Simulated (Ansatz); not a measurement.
# Formation energy and levels of the vacancy V_N in AlN (F-43m)

Wanted: the transition levels of a vacancy in AlN (F-43m), from a cell of 54 host atoms with 1 N taken out.

Calculated with Ansatz 0.2.0; place-levels on r2SCAN runs: charge-transition levels and formation energies with image-charge correction and potential alignment at the atomic sites; PAW set soft_1.

## (1) Starting point

The cell holds 53 atoms: 27 Al and 26 N. Its edges and angles: a = 9.269 Å, b = 9.269 Å, c = 9.269 Å, α = 60.0°, β = 60.0°, γ = 60.0°. It derives from AlN (space group F-43m). Nearest the centre at fractional (0.417, 0.417, 0.417): Al28 at 1.89 Å, Al32 at 1.89 Å, Al44 at 1.89 Å, Al27 at 1.89 Å, N24 at 3.09 Å, N29 at 3.09 Å, N31 at 3.09 Å, N12 at 3.09 Å.

Structure file:

```xyz
53
Lattice="0.0000 6.5542 6.5542 6.5542 0.0000 6.5542 6.5542 6.5542 0.0000" Properties=species:S:1:pos:R:3 pbc="T T T"
Al    0.0000    0.0000    0.0000
N     1.0924    1.0924    1.0924
Al    2.1847    2.1847    0.0000
N     3.2771    3.2771    1.0924
Al    4.3695    4.3695    0.0000
N     5.4618    5.4618    1.0924
Al    2.1847    0.0000    2.1847
N     3.2771    1.0924    3.2771
Al    4.3695    2.1847    2.1847
N     5.4618    3.2771    3.2771
Al    6.5542    4.3695    2.1847
N     7.6466    5.4618    3.2771
Al    4.3695    0.0000    4.3695
N     5.4618    1.0924    5.4618
Al    6.5542    2.1847    4.3695
N     7.6466    3.2771    5.4618
Al    8.7389    4.3695    4.3695
N     9.8313    5.4618    5.4618
Al    0.0000    2.1847    2.1847
N     1.0924    3.2771    3.2771
Al    2.1847    4.3695    2.1847
N     3.2771    5.4618    3.2771
Al    4.3695    6.5542    2.1847
N     5.4618    7.6466    3.2771
Al    2.1847    2.1847    4.3695
N     3.2771    3.2771    5.4618
Al    4.3695    4.3695    4.3695
Al    6.5542    6.5542    4.3695
N     7.6466    7.6466    5.4618
Al    4.3695    2.1847    6.5542
N     5.4618    3.2771    7.6466
Al    6.5542    4.3695    6.5542
N     7.6466    5.4618    7.6466
Al    8.7389    6.5542    6.5542
N     9.8313    7.6466    7.6466
Al    0.0000    4.3695    4.3695
N     1.0924    5.4618    5.4618
Al    2.1847    6.5542    4.3695
N     3.2771    7.6466    5.4618
Al    4.3695    8.7389    4.3695
N     5.4618    9.8313    5.4618
Al    2.1847    4.3695    6.5542
N     3.2771    5.4618    7.6466
Al    4.3695    6.5542    6.5542
N     5.4618    7.6466    7.6466
Al    6.5542    8.7389    6.5542
N     7.6466    9.8313    7.6466
Al    4.3695    4.3695    8.7389
N     5.4618    5.4618    9.8313
Al    6.5542    6.5542    8.7389
N     7.6466    7.6466    9.8313
Al    8.7389    8.7389    8.7389
N     9.8313    9.8313    9.8313
```

Screening for the image-charge correction: ε∞ = 4.64, ε0 = 8.51, computed on the host (DFPT, PBEsol, on the r2SCAN cell), and a cell off the functional's own equilibrium shifts the ionic part.

The cell's shortest repeat is 9.3 Å.

## (2) What was run first

A transition level is the Fermi level at which two charge states cost the same, so each charge needs its own total energy, at its own relaxed structure.

Random displacements of about 0.05 Å break the site symmetry at the start, so that the relaxation can reach a distorted minimum if there is one. Forces are taken at one point at (¼, ¼, ¼). The cell holds 1 electron more than the neutral one, with a uniform background that keeps it neutral on the whole.

The sampling was tested on the host first: at the k-points planned (1x1x1 shifted 0.25 0.25 0.25) its energy lies 0.045 eV an atom from the dense-mesh value, so the final energies take a denser sampling.

One of the inputs; charge, spin and start change from state to state.

The input, qm1.relax/input.yaml:

```yaml
crystal:
  lattice:
    - [0.0, 2.18472995, 2.18472995]
    - [2.18472995, 0.0, 2.18472995]
    - [2.18472995, 2.18472995, 0.0]
  atoms:
    - { symbol: Al, position: [0.0, 0.0, 0.0] }
    - { symbol: "N", position: [0.25, 0.25, 0.25] }
  supercell: [3, 3, 3]
  defects: [{ vacancy: 27 }]
total_charge: -1
basis:
  ecutwfc: 500
  xc_grid: 2
hamiltonian:
  xc: r2scan
  pseudopotentials: { kind: paw, azcp: { folder: soft_1 } }
kpoints:
  mp_grid: { grid: [1, 1, 1], shift: [0.25, 0.25, 0.25] }
scf:
  occupations: { method: fixed }
  max_iter: 80
output:
  forces: true
  charged_corrections: { epsilon: 4.64, static_epsilon: 8.51 }
relax:
  f_tol: 0.02
  max_steps: 80
  random_displacement: { amplitude: 0.05, seed: 1735 }
checkpoint:
  write: "../qm1.relax.run"
  compress: false
  write_wavefunctions: true
  write_every: 100000
```

On the command line:

```console
ansatz run input.yaml --threads 4 --pin off --max-ram 7536MiB --backend cpu --events-out ev --progress --plain --runs-dir out
```

Defect states can disperse in a cell of this size, so the energy is taken again at a 2×2×2 shifted mesh, on the relaxed structure.

The run of this state that the levels use, under r2SCAN:

The input, qm1.point/input.yaml:

```yaml
crystal:
  checkpoint: "../qm1.relax.run"
  host: checkpoint
total_charge: -1
basis:
  ecutwfc: 500
  xc_grid: 2
hamiltonian:
  xc: r2scan
  pseudopotentials: { kind: paw, azcp: { folder: soft_1 } }
kpoints:
  mp_grid: { grid: [2, 2, 2], shift: [0.5, 0.5, 0.5] }
scf:
  occupations: { method: fermi_dirac, width: 0.01 }
  max_iter: 80
output:
  forces: true
  eigenvalues: true
  charged_corrections:
    epsilon: 4.64
    static_epsilon: 8.51
    defect_position: [0.416667, 0.416667, 0.416667]
  eigenstates: { localisation: true }
  populations: true
  band_densities: [{ bands: [v1, v1] }, { bands: [c1, c1] }]
  write_density: true
  write_potential: true
  volumetric_format: npy
checkpoint:
  read: "../qm1.relax.run"
  write: "../qm1.point.run"
  compress: false
  write_wavefunctions: false
  write_every: 100000
```

Relaxations under r2SCAN at one point at (¼, ¼, ¼); times on 4 threads of Intel Xeon Platinum 8259CL at 2.50GHz (Skylake/Cascade Lake), shared host:

| charge | moment (μB) | occupations | outcome | steps | largest displacement against the far atoms (Å) | time |
| --- | --- | --- | --- | --- | --- | --- |
| −1 | 0 | fixed | converged | 9 | 0.19 | 1.9 min |
| 0 | 1 | fixed | converged | 7 | 0.10 | 3.1 min |
| +1 | 0 | fixed | converged | 6 | 0.07 | 66 s |
| +2 | 1 | fixed | converged | 10 | 0.22 | 3.6 min |
| +3 | 0 | fixed | converged | 8 | 0.38 | 92 s |

Single points under r2SCAN at a 2×2×2 shifted mesh; times on 4 threads of Intel Xeon Platinum 8259CL at 2.50GHz (Skylake/Cascade Lake), shared host:

| charge | moment (μB) | occupations | outcome | time |
| --- | --- | --- | --- | --- |
| −1 | 0 | fermi-dirac | converged | 47 s |
| 0 | 1 | fermi-dirac | converged | 2.1 min |
| +1 | 0 | fermi-dirac | converged | 50 s |
| +2 | 1 | fermi-dirac | converged | 2.1 min |
| +3 | 0 | fermi-dirac | converged | 47 s |

Distances (Å) from the ideal centre to the nearest atoms after relaxation with r2SCAN:

```csv
charge,moment (μB),1.,2.,3.,4.,5.,6.
−1,0,Al 1.80,Al 1.83,Al 1.84,Al 1.88,N 3.02,N 3.03
0,1,Al 1.86,Al 1.89,Al 1.89,Al 1.91,N 3.05,N 3.05
+1,0,Al 1.96,Al 1.96,Al 1.96,Al 1.96,N 3.08,N 3.08
+2,1,Al 2.10,Al 2.11,Al 2.11,Al 2.11,N 3.08,N 3.08
+3,0,Al 2.26,Al 2.27,Al 2.27,Al 2.28,N 3.08,N 3.08
```

## (3) place-levels, r2SCAN

A charged cell interacts with its images and the background, and its potential has another zero than the host's. place-levels removes the first by a point-charge model, screened by the static dielectric constant since the ions have relaxed around the charge, and the second by comparing potentials at atoms far from the defect.

The host is a run of the defect-free crystal in the same cutoffs, grids and k-points, so that basis and sampling errors cancel in part in the differences. The host is run in a cell of 2 atoms on a matching mesh. Its band edges are searched through the zone by a band path, so the gap is smaller than, or equal to, that on the mesh. Chemical potentials are energies per atom of N (N2 molecule), run with the same functional and cutoff.

The input, levels.point.yaml:

```yaml
host:
  run: host.point.run
states: [qm1.point.run, q0_M1.point.run, qp1.point.run, qp2_M1.point.run, qp3.point.run]
geometry_from:
  qm1.point.run: qm1.relax.run
  q0_M1.point.run: q0_M1.relax.run
  qp1.point.run: qp1.relax.run
  qp2_M1.point.run: qp2_M1.relax.run
  qp3.point.run: qp3.relax.run
  host.point.run: host.relax.run
chemical_potentials:
  "N":
    energy: -384.814403
    dataset: "<sha256 of the dataset>"
epsilon: 4.64
static_epsilon: 8.51
vertical:
  - { from: qm1.point.run, to: qm1.point_neutral.run }
  - { from: qp1.point.run, to: qp1.point_neutral.run }
  - { from: qp2_M1.point.run, to: qp2_M1.point_neutral.run }
  - { from: qp3.point.run, to: qp3.point_neutral.run }
```

On the command line:

```console
ansatz place-levels levels.point.yaml -- --threads 4 --pin off --max-ram 7536MiB
```

Numbers of over 12 decimals in the logs are rounded to 6 here.

What it wrote:

```text
[... repeated set-up lines and file paths are left out, and long positions are rounded to six places ...]
(+3/+2) 0.213 eV beneath the valence edge, in the valence band
(+2/+1) 0.388 eV above the valence edge, 3.531 eV under the conduction edge
(+1/0) 3.593 eV above the valence edge, 0.325 eV under the conduction edge
(0/-1) 4.339 eV above the valence edge, in the conduction band
formation energy of charge +3: +2.558 eV with the Fermi level at the valence edge
formation energy of charge +2: +2.346 eV with the Fermi level at the valence edge
formation energy of charge +1: +2.733 eV with the Fermi level at the valence edge
formation energy of charge 0: +6.326 eV with the Fermi level at the valence edge
formation energy of charge -1: +10.665 eV with the Fermi level at the valence edge
vertical -1 to 0: no energy, since no alignment is typed
  the change from vertical[0].from (qm1.point.run) to vertical[0].to (qm1.point_neutral.run): by its potential at epsilon 4.64 it stands at 0.424 0.411 0.423, with an rms radius of about 2.2 Å (1.3 1.3 1.3 Å across the planes of the cell's vectors); [...]
vertical +1 to 0: no energy, since no alignment is typed
  the change from vertical[1].from (qp1.point.run) to vertical[1].to (qp1.point_neutral.run): by its potential at epsilon 4.64 it stands at 0.414 0.412 0.412, with an rms radius of about 3.0 Å (1.8 1.7 1.7 Å across the planes of the cell's vectors); [...]
vertical +2 to 0: no energy, since no alignment is typed
  the change from vertical[2].from (qp2_M1.point.run) to vertical[2].to (qp2_M1.point_neutral.run): by its potential at epsilon 4.64 it stands at 0.399 0.398 0.399, with an rms radius of about 2.6 Å (1.5 1.5 1.5 Å across the planes of the cell's vectors); [...]
vertical +3 to 0: no energy, since no alignment is typed
  the change from vertical[3].from (qp3.point.run) to vertical[3].to (qp3.point_neutral.run): by its potential at epsilon 4.64 it stands at 0.396 0.395 0.395, with an rms radius of about 2.0 Å (1.2 1.2 1.2 Å across the planes of the cell's vectors); [...]
  edges by r2scan, gap 3.918 eV; the host is sampled to repeats of 18.54 Å
  the defect's cells are sampled to repeats of 18.54 Å, like sampling
  charge +3: -24700.5637 eV with its correction of +1.866 eV, at epsilon 8.51, aligned at sites: -0.2657 eV, mean over 19 atomic sites at or beyond 4.63 Å from the host's site at [0.4168, 0.4168, 0.4168] by the defect at [0.4167, 0.4167, 0.4167], with [...]
  charge +2: -24694.0756 eV with its correction of +0.765 eV, at epsilon 8.51, aligned at sites: -0.2094 eV, mean over 19 atomic sites at or beyond 4.63 Å from the host's site at [0.4168, 0.4168, 0.4168] by the defect at [0.4167, 0.4167, 0.4167], with [...]
  charge +1: -24686.9873 eV with its correction of +0.126 eV, at epsilon 8.51, aligned at sites: -0.1701 eV, mean over 19 atomic sites at or beyond 4.63 Å from the host's site at [0.4168, 0.4168, 0.4168] by the defect at [0.4167, 0.4167, 0.4167], with [...]
  charge 0: +0.000 eV for its dipole among its images, +0.000 omitted
  charge -1: -24665.6544 eV with its correction of +0.382 eV, at epsilon 8.51, aligned at sites: -0.0859 eV, mean over 19 atomic sites at or beyond 4.63 Å from the host's site at [0.4168, 0.4168, 0.4168] by the defect at [0.4167, 0.4167, 0.4167], with [...]
  of states[4] (qp3.point.run): it parts from the run that its charge is read beside by 3 carriers, of which the mean alone is read, by its potential at epsilon 4.64, taken for that of held ions (one typed too small widens it): that is narrow, but one of them [...]
  of states[3] (qp2_M1.point.run): it parts from the run at its places by a charge that spreads by about 1.5 Å along one vector (1.3 Å or more is wide), by its potential at epsilon 4.64, taken for that of held ions (one typed too small widens it), where the [...]
  of states[2] (qp1.point.run): it parts from the run at its places by a charge that spreads by about 1.8 Å along one vector (1.3 Å or more is wide), by its potential at epsilon 4.64, taken for that of held ions (one typed too small widens it), where the cell [...]
  of states[1] (q0_M1.point.run): stability_check_not_made
  of states[0] (qm1.point.run): it parts from the run at its places by a charge that spreads by about 1.3 Å along one vector (1.3 Å or more is wide), by its potential at epsilon 4.64, taken for that of held ions (one typed too small widens it), where the cell [...]
  of vertical[0].from (qm1.point.run): it parts from the run at its places by a charge that spreads by about 1.3 Å along one vector (1.3 Å or more is wide), by its potential at epsilon 4.64, taken for that of held ions (one typed too small widens it), where [...]
  of vertical[0].to (qm1.point_neutral.run): stability_check_not_made
  of vertical[1].from (qp1.point.run): it parts from the run at its places by a charge that spreads by about 1.8 Å along one vector (1.3 Å or more is wide), by its potential at epsilon 4.64, taken for that of held ions (one typed too small widens it), where [...]
  of vertical[1].to (qp1.point_neutral.run): its moments are held at its close (magnetization.spin_locking), by a field of 0.021 eV a Bohr magneton, and its energy and levels are of the state that this holds: a run that lets them go can end lower; [...]
  of vertical[2].from (qp2_M1.point.run): stability_check_not_made; [...]
  of vertical[2].to (qp2_M1.point_neutral.run): its moments are held at its close (magnetization.spin_locking), by a field of 0.180 eV a Bohr magneton, and its energy and levels are of the state that this holds: a run that lets them go can end lower; [...]
  of vertical[3].from (qp3.point.run): its displacements don't fall off away from the defect: farther atoms stand 0.012 Å off the host's places. [...]
  of vertical[3].to (qp3.point_neutral.run): its displacements don't fall off away from the defect: farther atoms stand 0.012 Å off the host's places. [...]
```

Wall time 0.91 s (4 threads of Intel Xeon Platinum 8259CL at 2.50GHz (Skylake/Cascade Lake), shared host).

Under r2SCAN the gap is 3.92 eV, (+3/+2) -0.21 (outside the gap), (+2/+1) 0.39, (+1/0) 3.59, (0/−1) 4.34 (outside the gap) eV.

Levels between the charges placed, in eV above the valence top:

|  | gap (eV) | (+3/+2) | (+2/+1) | (+1/0) | (0/−1) |
| --- | --- | --- | --- | --- | --- |
| r2SCAN | 3.92 | -0.21 | 0.39 | 3.59 | 4.34 |

Corrections by state:

| charge | moment (μB) | image terms and alignment (eV) | band filling (eV) | ε used | over the lowest of its charge, as the program ranks them, band filling apart (eV) |
| --- | --- | --- | --- | --- | --- |
| +3 | 0.0 | 1.866 | - | 8.51 | 0.000 |
| +2 | 1.0 | 0.765 | - | 8.51 | 0.000 |
| +1 | 0.0 | 0.126 | - | 8.51 | 0.000 |
| 0 | 1.0 | 0.000 | - | - | 0.000 |
| −1 | 0.0 | 0.382 | - | 8.51 | 0.000 |

The charged structures listed were also run neutral, and place-levels reads from each pair, by the potential or the spins, how wide the charge is by which they differ; that can be the carrier of either run.

| charge | rms radius (Å) | spread where it is widest against the cell (Å) | wide from (Å) | reading |
| --- | --- | --- | --- | --- |
| +3 | 2.0 | 1.18 | 1.31 | narrow |
| +2 | 2.6 | 1.48 | 1.31 | wide |
| +1 | 3.0 | 1.78 | 1.31 | wide |
| −1 | 2.2 | 1.32 | 1.31 | wide |

The neutral runs of these pairs need not share the spin of the lowest neutral state, and very wide values only mean spread over the cell.

From the program's caveats on the states, each cut to its opening words:

- charge +3: it parts from the run that its charge is read beside by 3 carriers, of which the mean alone is read, by its potential at epsilon 4.64, taken for that of held [...]
- charge +3: its alignment with the host at atomic sites is doubtful: the mean over the far sites moves by -0.4330 eV from their farther parts to their nearer, more than [...]
- charge +3: its displacements don't fall off away from the defect: farther atoms stand 0.012 Å off the host's places
- charge +2 (1 μB): it parts from the run at its places by a charge that spreads by about 1.5 Å along one vector (1.3 Å or more is wide), by its potential at epsilon 4.64, taken [...]
- charge +2 (1 μB): its alignment with the host at atomic sites is doubtful: the mean over the far sites moves by -0.2786 eV from their farther parts to their nearer, more than [...]
- charge +2 (1 μB), 0 (1 μB): flagged: stability check not made
- charge +1: it parts from the run at its places by a charge that spreads by about 1.8 Å along one vector (1.3 Å or more is wide), by its potential at epsilon 4.64, taken [...]
- charge +1: its alignment with the host at atomic sites is doubtful: the mean over the far sites moves by -0.1513 eV from their farther parts to their nearer, more than [...]
- charge −1: it parts from the run at its places by a charge that spreads by about 1.3 Å along one vector (1.3 Å or more is wide), by its potential at epsilon 4.64, taken [...]
- charge −1: the host's ions (past the first shell or, of a walk that freed a part, those that it held) aren't shown at rest: they stand up to 0.079 Å off their sites, 0.74 [...]

Chemical potentials of the elements' reference phases, run alike. Formation energies (elemental references), with the Fermi level at the valence top and at the conduction bottom (gap 3.92 eV):

```
charge  at valence top (eV)  at conduction bottom (eV)  correction included (eV)
    +3                 2.56                      14.31                      1.87
    +2                 2.35                      10.18                      0.76
    +1                 2.73                       6.65                      0.13
     0                 6.33                       6.33                      0.00
    −1                10.66                       6.75                      0.38
```

| Fermi level (eV) | lowest formation energy (eV) |
| --- | --- |
| 0.00 | 2.35 |
| 0.36 | 3.06 |
| 0.71 | 3.44 |
| 1.07 | 3.80 |
| 1.42 | 4.16 |
| 1.78 | 4.51 |
| 2.14 | 4.87 |
| 2.49 | 5.23 |
| 2.85 | 5.58 |
| 3.21 | 5.94 |
| 3.56 | 6.30 |
| 3.92 | 6.33 |

[end of part 1 of 2]

[Logs are printed without paths, hosts, clocks, repeated set-up lines and the standing remarks that a program may print on its own settings, such as how far it seeks lower states.]

[Hosts, paths, dates, database ids (printed as entryN), source tags and the programs' standing remarks are cut or masked in the printed files.]

[Where a table of states has a column of steps, it counts the stored structures, which are thinned; the runs took as many ionic steps or more.]

[A defect's name tells the site on which it was built; relaxed atoms can leave that site.]

[For some hosts the program warned that the k-mesh of the response run may be too coarse for force constants and the static dielectric constant; such warnings are not shown here.]
